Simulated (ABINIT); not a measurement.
# Completion of the band sum in GW: AlN (F-43m), part 2 of 2

Aim: few bands, with and without a completion of the sum over empty states, for AlN (F-43m).

ABINIT 10.8.3; PBE and many-body steps on it, plane waves. Known limits of the many-body steps: short of the basis limit.

So far. Step 3 (Screening, 6×6×6 mesh, 90 bands, screening to 228.6 eV): Local fields lower ε∞ by 9 %. Step 4 (90 bands): The gap on the mesh goes from 3.32 eV to 4.50 eV, a correction of +1.18 eV.

## 6. 12 bands

This step: G0W0 on PBE, plane waves, norm-conserving pseudopotentials.

Contents of run.abi:

```
acell 3*1.0 Angstrom
rprim 
  -0.000000000000 2.183993559600 2.183993559600
  2.183993559600 -0.000000000000 2.183993559600
  2.183993559600 2.183993559600 -0.000000000000
ntypat 2
znucl 13 7
natom 2
typat 1 2
xred 
  0.000000000000 0.000000000000 0.000000000000
  0.750000000000 0.750000000000 0.750000000000
pp_dirpath "pseudos"
pseudos "Al.upf, N.upf"
ecut 36
ngkpt 6 6 6
nshiftk 1
shiftk 0 0 0
kptopt 1
chksymbreak 0
istwfk *1
occopt 1
irdwfk 1
optdriver 4
nband 12
gwcalctyp 0
ecutsigx 36
symsigma 1
nkptgw 2
kptgw 
  0.0000000000 0.0000000000 0.0000000000
  0.5000000000 0.5000000000 0.0000000000
bdgw 
  2 8
  3 6
ecuteps 8.4
irdscr 1
ppmodel 1
indata_prefix "in"
outdata_prefix "out"
tmpdata_prefix "tmp"
```

Launch:

```sh
OMP_NUM_THREADS=1 mpirun -n 4 abinit run.abi > log
```

What it wrote:

```text
.Version 10.8.3 of ABINIT. v10.8.2 released Aug 2026.

 Symmetries : space group F-4 3 m (#216); Bravais cF (face-center cubic)
[... echo of the input left out ...]
== DATASET  1 ==================================================================
-   mpi_nproc: 4, omp_nthreads: 1 (-1 if OMP is not activated)

--- !DatasetInfo
iteration_state: {dtset: 1, }
dimensions: {natom: 2, nkpt: 16, mband: 12, nsppol: 1, nspinor: 1, nspden: 1, mpw: 1464, }
cutoff_energies: {ecut:  36.0, pawecutdg:  -1.0, }
electrons: {nelect:   8.00000000E+00, charge:   0.00000000E+00, occopt:   1.00000000E+00, tsmear:   1.00000000E-02, }

 SIGMA: Calculation of the GW corrections

 Based on a program developped by R.W. Godby, V. Olevano, G. Onida, and L. Reining.
 Incorporated in ABINIT by V. Olevano, G.-M. Rignanese, and M. Torrent.
.Using double precision arithmetic ; gwpc =  8

[... cell and pseudopotentials left out ...]
--------------------------------------------------------------------------------

 ==== K-mesh for the wavefunctions ====
 Number of points in the irreducible wedge :    16
[... list of points left out ...]
 Together with 24 symmetry operations and time-reversal symmetry
 yields   216 points in the full Brillouin Zone.

 ==== Q-mesh for screening function ====
 Number of points in the irreducible wedge :    16
[... list of points left out ...]
 Together with 24 symmetry operations and time-reversal symmetry
 yields   216 points in the full Brillouin Zone.

 vcoul_init : cutoff-mode = AUXILIARY_FUNCTION
 q-points for optical limit:   1
     1)      0.000010    0.000020    0.000030
 setmesh: FFT mesh size selected  =    32x   32x   32
          total number of points  =        32768

 Number of electrons calculated from density =    8.0000; Expected =    8.0000
[...]
number of omega for Sigma on real axis              0
 max omega for Sigma on real axis  [eV]           0.00
 zcut for avoiding poles [eV]                     0.10

 EPSILON^-1 parameters (SCR file):
 dimension of the eps^-1 matrix on file            169
 dimension of the eps^-1 matrix used               169
 number of plane-waves for wavefunctions          1459
 number of bands                                    12
 number of q-points in IBZ                          16
 number of frequencies                               2
 number of real frequencies                          1
 number of imag frequencies                          1

 matrix elements of self-energy operator (all in [eV])

 Perturbative Calculation

--- !SelfEnergy_ee
iteration_state: {dtset: 1, }
kpoint     : [   0.000,    0.000,    0.000, ]
spin       : 1
KS_gap     :    4.192
QP_gap     :    5.463
Delta_QP_KS:    1.271
data: !SigmaeeData |
     Band     E0 <VxcDFT>   SigX SigC(E0)      Z dSigC/dE  Sig(E)    E-E0       E
        2   5.159 -16.959 -20.996   4.120   0.790  -0.265 -16.893   0.066   5.225
        3   5.159 -16.959 -20.996   4.120   0.790  -0.265 -16.893   0.066   5.225
        4   5.159 -16.959 -20.996   4.120   0.790  -0.265 -16.893   0.066   5.225
[...]
--- !SelfEnergy_ee
iteration_state: {dtset: 1, }
kpoint     : [   0.500,    0.500,    0.000, ]
spin       : 1
KS_gap     :    5.100
QP_gap     :    6.483
Delta_QP_KS:    1.383
data: !SigmaeeData |
     Band     E0 <VxcDFT>   SigX SigC(E0)      Z dSigC/dE  Sig(E)    E-E0       E
[...]
5   8.483  -9.206  -5.016  -2.965   0.842  -0.188  -8.175   1.030   9.514
        6  13.810  -9.461  -4.383  -3.256   0.850  -0.176  -7.912   1.548  15.359

== END DATASET(S) ==============================================================
================================================================================

 -outvars: echo values of variables after computation  --------
           etotal      0.0000000000E+00
            nband          12
             nkpt          16
          spgroup         216
 [... the other variables as echoed above ...]

 Calculation completed.
```

Elapsed: 3.3 s, on 4 MPI ranks of Arm Neoverse V1, shared host; peak memory 0.52 GiB; 13 s of CPU time.

This step gave:

```
G0W0 gap on the mesh                         : 4.289 eV
starting gap on the mesh                     : 3.325 eV
k of the valence top                         : 0, 0, 0
k of the conduction bottom                   : 0.5, 0.5, 0
Z at the valence top                         : 0.79
Z at the conduction bottom                   : 0.842
least direct G0W0 gap on the computed points : 5.463 eV
```

Against G0W0 in ABINIT (6×6×6 mesh, 90 bands, screening to 228.6 eV, Godby-Needs plasmon pole), the gap moves by −0.215 eV.

## 7. Screening, 6×6×6 mesh, 12 bands, screening to 228.6 eV

This step: RPA screening on PBE, plane waves, norm-conserving pseudopotentials.

run.abi: that of step 6 with these lines changed.

```diff
@@ -23,17 +23,10 @@
 irdwfk 1
-optdriver 4
+optdriver 3
 nband 12
-gwcalctyp 0
-ecutsigx 36
-symsigma 1
-nkptgw 2
-kptgw 
-  0.0000000000 0.0000000000 0.0000000000
-  0.5000000000 0.5000000000 0.0000000000
-bdgw 
-  2 8
-  3 6
 ecuteps 8.4
-irdscr 1
-ppmodel 1
+inclvkb 2
+awtr 1
+symchi 1
+gwcomp 1
+gwencomp 2
 indata_prefix "in"
```

What it wrote:

```text
.Version 10.8.3 of ABINIT. v10.8.2 released Aug 2026.

 Symmetries : space group F-4 3 m (#216); Bravais cF (face-center cubic)
[... echo of the input left out ...]
== DATASET  1 ==================================================================
-   mpi_nproc: 4, omp_nthreads: 1 (-1 if OMP is not activated)

--- !DatasetInfo
iteration_state: {dtset: 1, }
dimensions: {natom: 2, nkpt: 16, mband: 12, nsppol: 1, nspinor: 1, nspden: 1, mpw: 1464, }
cutoff_energies: {ecut:  36.0, pawecutdg:  -1.0, }
[...]
--------------------------------------------------------------------------------
[... chi0 elements left out ...]
 For q-point:  0.000010 0.000020 0.000030
  dielectric constant =   4.3538
  dielectric constant without local fields =   4.7257

  Average fulfillment of the sum rule on Im[epsilon] for q-point    1 :    120.95  [%]
[... wings left out ...]
  q-point number  2        q = ( 0.166667, 0.000000, 0.000000) [r.l.u.]
--------------------------------------------------------------------------------
[... chi0 elements left out ...]
  Average fulfillment of the sum rule on Im[epsilon] for q-point    2 :    118.84  [%]

 [... 14 further q-points ...]
```

Run time: 15 s. Hardware: 4 MPI ranks; peak memory 0.41 GiB.

Read from the output:

* ε∞ with local fields, on this mesh: 4.354
* ε∞ without local fields, on this mesh: 4.726
* plasma frequency: 23.01 eV
* plane waves in the screening matrix: 169

## 8. 12 bands, completed

This step: G0W0 on PBE, plane waves, norm-conserving pseudopotentials.

run.abi: that of step 7 with these lines changed.

```diff
@@ -23,8 +23,17 @@
 irdwfk 1
-optdriver 3
+optdriver 4
 nband 12
+gwcalctyp 0
+ecutsigx 36
+symsigma 1
+nkptgw 2
+kptgw 
+  0.0000000000 0.0000000000 0.0000000000
+  0.5000000000 0.5000000000 0.0000000000
+bdgw 
+  2 8
+  3 6
 ecuteps 8.4
-inclvkb 2
-awtr 1
-symchi 1
+irdscr 1
+ppmodel 1
 gwcomp 1
```

What it wrote:

```text
.Version 10.8.3 of ABINIT. v10.8.2 released Aug 2026.

 Symmetries : space group F-4 3 m (#216); Bravais cF (face-center cubic)
[... echo of the input left out ...]
== DATASET  1 ==================================================================
-   mpi_nproc: 4, omp_nthreads: 1 (-1 if OMP is not activated)

--- !DatasetInfo
iteration_state: {dtset: 1, }
dimensions: {natom: 2, nkpt: 16, mband: 12, nsppol: 1, nspinor: 1, nspden: 1, mpw: 1464, }
cutoff_energies: {ecut:  36.0, pawecutdg:  -1.0, }
[...]
Band     E0 <VxcDFT>   SigX SigC(E0)      Z dSigC/dE  Sig(E)    E-E0       E
[...]
5   8.483  -9.206  -5.016  -3.595   0.843  -0.187  -8.705   0.500   8.984
        6  13.810  -9.461  -4.383  -4.079   0.850  -0.176  -8.612   0.849  14.659

== END DATASET(S) ==============================================================
================================================================================

 -outvars: echo values of variables after computation  --------
           etotal      0.0000000000E+00
            nband          12
             nkpt          16
          spgroup         216
 [... the other variables as echoed above ...]

 Calculation completed.
```

The job ended after 3.4 s (4 MPI ranks; peak memory 0.52 GiB).

This step gave:

| Property | Result |
| --- | --- |
| G0W0 gap on the mesh | 4.784 eV |
| starting gap on the mesh | 3.325 eV |
| k of the valence top | 0, 0, 0 |
| k of the conduction bottom | 0.5, 0.5, 0 |
| least direct G0W0 gap on the computed points | 5.744 eV |

Against G0W0 in ABINIT (6×6×6 mesh, 90 bands, screening to 228.6 eV, Godby-Needs plasmon pole), the gap moves by +0.280 eV.

## 9. Screening, 6×6×6 mesh, 34 bands, screening to 228.6 eV

This step: RPA screening on PBE, plane waves, norm-conserving pseudopotentials.

run.abi: that of step 8 with these lines changed.

```diff
@@ -23,19 +23,8 @@
 irdwfk 1
-optdriver 4
-nband 12
-gwcalctyp 0
-ecutsigx 36
-symsigma 1
-nkptgw 2
-kptgw 
-  0.0000000000 0.0000000000 0.0000000000
-  0.5000000000 0.5000000000 0.0000000000
-bdgw 
-  2 8
-  3 6
+optdriver 3
+nband 34
 ecuteps 8.4
-irdscr 1
-ppmodel 1
-gwcomp 1
-gwencomp 2
+inclvkb 2
+awtr 1
+symchi 1
 indata_prefix "in"
```

What it wrote:

```text
.Version 10.8.3 of ABINIT. v10.8.2 released Aug 2026.

 Symmetries : space group F-4 3 m (#216); Bravais cF (face-center cubic)
[... echo of the input left out ...]
== DATASET  1 ==================================================================
-   mpi_nproc: 4, omp_nthreads: 1 (-1 if OMP is not activated)

--- !DatasetInfo
iteration_state: {dtset: 1, }
dimensions: {natom: 2, nkpt: 16, mband: 34, nsppol: 1, nspinor: 1, nspden: 1, mpw: 1464, }
cutoff_energies: {ecut:  36.0, pawecutdg:  -1.0, }
[...]
--------------------------------------------------------------------------------
[... chi0 elements left out ...]
 For q-point:  0.000010 0.000020 0.000030
  dielectric constant =   4.3409
  dielectric constant without local fields =   4.7864

  Average fulfillment of the sum rule on Im[epsilon] for q-point    1 :     61.50  [%]
[... wings left out ...]
  q-point number  2        q = ( 0.166667, 0.000000, 0.000000) [r.l.u.]
--------------------------------------------------------------------------------
[... chi0 elements left out ...]
  Average fulfillment of the sum rule on Im[epsilon] for q-point    2 :     85.05  [%]

 [... 14 further q-points ...]
```

Wall time 15 s (4 MPI ranks); peak memory 0.47 GiB; 61 s of CPU time.

Read from the output:

```
ε∞ with local fields, on this mesh    : 4.341
ε∞ without local fields, on this mesh : 4.786
plasma frequency                      : 23.01 eV
plane waves in the screening matrix   : 169
```

## 10. 34 bands

This step: G0W0 on PBE, plane waves, norm-conserving pseudopotentials.

run.abi: that of step 9 with these lines changed.

```diff
@@ -23,8 +23,17 @@
 irdwfk 1
-optdriver 3
+optdriver 4
 nband 34
+gwcalctyp 0
+ecutsigx 36
+symsigma 1
+nkptgw 2
+kptgw 
+  0.0000000000 0.0000000000 0.0000000000
+  0.5000000000 0.5000000000 0.0000000000
+bdgw 
+  2 8
+  3 6
 ecuteps 8.4
-inclvkb 2
-awtr 1
-symchi 1
+irdscr 1
+ppmodel 1
 indata_prefix "in"
```

What it wrote:

```text
.Version 10.8.3 of ABINIT. v10.8.2 released Aug 2026.

 Symmetries : space group F-4 3 m (#216); Bravais cF (face-center cubic)
[... echo of the input left out ...]
== DATASET  1 ==================================================================
-   mpi_nproc: 4, omp_nthreads: 1 (-1 if OMP is not activated)

--- !DatasetInfo
iteration_state: {dtset: 1, }
dimensions: {natom: 2, nkpt: 16, mband: 34, nsppol: 1, nspinor: 1, nspden: 1, mpw: 1464, }
cutoff_energies: {ecut:  36.0, pawecutdg:  -1.0, }
[...]
Band     E0 <VxcDFT>   SigX SigC(E0)      Z dSigC/dE  Sig(E)    E-E0       E
[...]
5   8.483  -9.206  -5.016  -3.575   0.836  -0.196  -8.692   0.514   8.997
        6  13.810  -9.461  -4.383  -4.120   0.840  -0.191  -8.657   0.804  14.614

== END DATASET(S) ==============================================================
================================================================================

 -outvars: echo values of variables after computation  --------
           etotal      0.0000000000E+00
            nband          34
             nkpt          16
          spgroup         216
 [... the other variables as echoed above ...]

 Calculation completed.
```

Wall time 5.4 s (4 MPI ranks); peak memory 0.53 GiB.

This step gave:

```
G0W0 gap on the mesh                         : 4.327 eV
starting gap on the mesh                     : 3.325 eV
k of the valence top                         : 0, 0, 0
k of the conduction bottom                   : 0.5, 0.5, 0
least direct G0W0 gap on the computed points : 5.474 eV
```

Against G0W0 in ABINIT (6×6×6 mesh, 90 bands, screening to 228.6 eV, Godby-Needs plasmon pole), the gap moves by −0.177 eV.

## 11. Screening, 6×6×6 mesh, 34 bands, screening to 228.6 eV

This step: RPA screening on PBE, plane waves, norm-conserving pseudopotentials.

run.abi: that of step 10 with these lines changed.

```diff
@@ -23,17 +23,10 @@
 irdwfk 1
-optdriver 4
+optdriver 3
 nband 34
-gwcalctyp 0
-ecutsigx 36
-symsigma 1
-nkptgw 2
-kptgw 
-  0.0000000000 0.0000000000 0.0000000000
-  0.5000000000 0.5000000000 0.0000000000
-bdgw 
-  2 8
-  3 6
 ecuteps 8.4
-irdscr 1
-ppmodel 1
+inclvkb 2
+awtr 1
+symchi 1
+gwcomp 1
+gwencomp 3
 indata_prefix "in"
```

What it wrote:

```text
.Version 10.8.3 of ABINIT. v10.8.2 released Aug 2026.

 Symmetries : space group F-4 3 m (#216); Bravais cF (face-center cubic)
[... echo of the input left out ...]
== DATASET  1 ==================================================================
-   mpi_nproc: 4, omp_nthreads: 1 (-1 if OMP is not activated)

--- !DatasetInfo
iteration_state: {dtset: 1, }
dimensions: {natom: 2, nkpt: 16, mband: 34, nsppol: 1, nspinor: 1, nspden: 1, mpw: 1464, }
cutoff_energies: {ecut:  36.0, pawecutdg:  -1.0, }
[...]
--------------------------------------------------------------------------------
[... chi0 elements left out ...]
 For q-point:  0.000010 0.000020 0.000030
  dielectric constant =   4.3453
  dielectric constant without local fields =   4.7864

  Average fulfillment of the sum rule on Im[epsilon] for q-point    1 :    114.87  [%]
[... wings left out ...]
  q-point number  2        q = ( 0.166667, 0.000000, 0.000000) [r.l.u.]
--------------------------------------------------------------------------------
[... chi0 elements left out ...]
  Average fulfillment of the sum rule on Im[epsilon] for q-point    2 :    105.95  [%]

 [... 14 further q-points ...]
```

Elapsed: 31 s, on 4 MPI ranks; peak memory 0.49 GiB.

Numbers from this step:

```yaml
eps_infinity_with_local_fields_on_this_mesh: 4.345
eps_infinity_without_local_fields_on_this_mesh: 4.786
plasma_frequency: 23.01 eV
plane_waves_in_the_screening_matrix: 169
```

## 12. 34 bands, completed

This step: G0W0 on PBE, plane waves, norm-conserving pseudopotentials.

run.abi: that of step 11 with these lines changed.

```diff
@@ -23,8 +23,17 @@
 irdwfk 1
-optdriver 3
+optdriver 4
 nband 34
+gwcalctyp 0
+ecutsigx 36
+symsigma 1
+nkptgw 2
+kptgw 
+  0.0000000000 0.0000000000 0.0000000000
+  0.5000000000 0.5000000000 0.0000000000
+bdgw 
+  2 8
+  3 6
 ecuteps 8.4
-inclvkb 2
-awtr 1
-symchi 1
+irdscr 1
+ppmodel 1
 gwcomp 1
```

What it wrote:

```text
.Version 10.8.3 of ABINIT. v10.8.2 released Aug 2026.

 Symmetries : space group F-4 3 m (#216); Bravais cF (face-center cubic)
[... echo of the input left out ...]
== DATASET  1 ==================================================================
-   mpi_nproc: 4, omp_nthreads: 1 (-1 if OMP is not activated)

--- !DatasetInfo
iteration_state: {dtset: 1, }
dimensions: {natom: 2, nkpt: 16, mband: 34, nsppol: 1, nspinor: 1, nspden: 1, mpw: 1464, }
cutoff_energies: {ecut:  36.0, pawecutdg:  -1.0, }
[...]
Band     E0 <VxcDFT>   SigX SigC(E0)      Z dSigC/dE  Sig(E)    E-E0       E
[...]
5   8.483  -9.206  -5.016  -3.759   0.836  -0.196  -8.846   0.360   8.843
        6  13.810  -9.461  -4.383  -4.350   0.840  -0.191  -8.850   0.610  14.421

== END DATASET(S) ==============================================================
================================================================================

 -outvars: echo values of variables after computation  --------
           etotal      0.0000000000E+00
            nband          34
             nkpt          16
          spgroup         216
 [... the other variables as echoed above ...]

 Calculation completed.
```

It took 5.7 s on 4 MPI ranks; peak memory 0.53 GiB; 23 s of CPU time.

This step gave:

| Item | Value |
| --- | --- |
| G0W0 gap on the mesh | 4.59 eV |
| starting gap on the mesh | 3.325 eV |
| k of the valence top | 0, 0, 0 |
| k of the conduction bottom | 0.5, 0.5, 0 |
| least direct G0W0 gap on the computed points | 5.619 eV |

Against G0W0 in ABINIT (6×6×6 mesh, 90 bands, screening to 228.6 eV, Godby-Needs plasmon pole), the gap moves by +0.086 eV.

## 13. The runs together

Times are wall times on 4 MPI ranks of Arm Neoverse V1, shared host, good to a factor of about two. A run's time includes the screening step that it read.

| run | mesh | bands | screening cutoff (eV) | DFT gap (eV) | gap on the mesh (eV) | direct (eV) | ε∞ used | time |
| --- | --- | --- | --- | --- | --- | --- | --- | --- |
| 90 bands | 6×6×6 | 90 | 228.6 | 3.325 | 4.504 | 5.578 | 4.35 | 49 s |
| 12 bands | 6×6×6 | 12 | 228.6 | 3.325 | 4.289 | 5.463 | 4.32 | 8.8 s |
| 12 bands, completed | 6×6×6 | 12 | 228.6 | 3.325 | 4.784 | 5.744 | 4.35 | 19 s |
| 34 bands | 6×6×6 | 34 | 228.6 | 3.325 | 4.327 | 5.474 | 4.34 | 21 s |
| 34 bands, completed | 6×6×6 | 34 | 228.6 | 3.325 | 4.590 | 5.619 | 4.35 | 37 s |

## 14. What came out

- 90 bands: 4.504 eV
- 12 bands: 4.289 eV
- 12 bands, completed: 4.784 eV
- 34 bands: 4.327 eV
- 34 bands, completed: 4.590 eV

**Reading.** 12 bands: −0.215 eV against 90 bands. 12 bands, completed: +0.280 eV against 90 bands. 34 bands: −0.177 eV against 90 bands. 34 bands, completed: +0.086 eV against 90 bands. The row with most bands is itself short of the limit, so it is no exact reference, and agreement of a truncated run with it can be a cancellation between the edges.

[Long decimals in the printed logs are rounded to 6 places.]

[Logs are printed without paths, hosts, clocks, repeated set-up lines and the standing remarks that a program may print on its own settings, such as how far it seeks lower states.]

[Paths, hosts, dates, memory and timing lines, banners, echoed tables and standing remarks are left out of the program output; an Ansatz launch command may be rebuilt from the run's recorded settings. Measured values are a selection of at most five: reports struck by readers or far from the other reports are left out. None is set beside runs whose start may be inverted or whose files or cutoffs have a known fault.]

[Runs of the session that timed out or met a known fault of the program may be left out.]

[Hosts, paths, dates, database ids (printed as entryN), source tags and the programs' standing remarks are cut or masked in the printed files.]

[G0W0 gaps are taken among the corrected bands and points alone; a level outside them can change the order at an edge.]

[Where Ansatz stands beside ABINIT at settings called matched, ABINIT's density can come from a denser mesh and the files from another edition; pairs whose starting gaps differed by over 0.03 eV were left out, so agreement reads better than it is.]
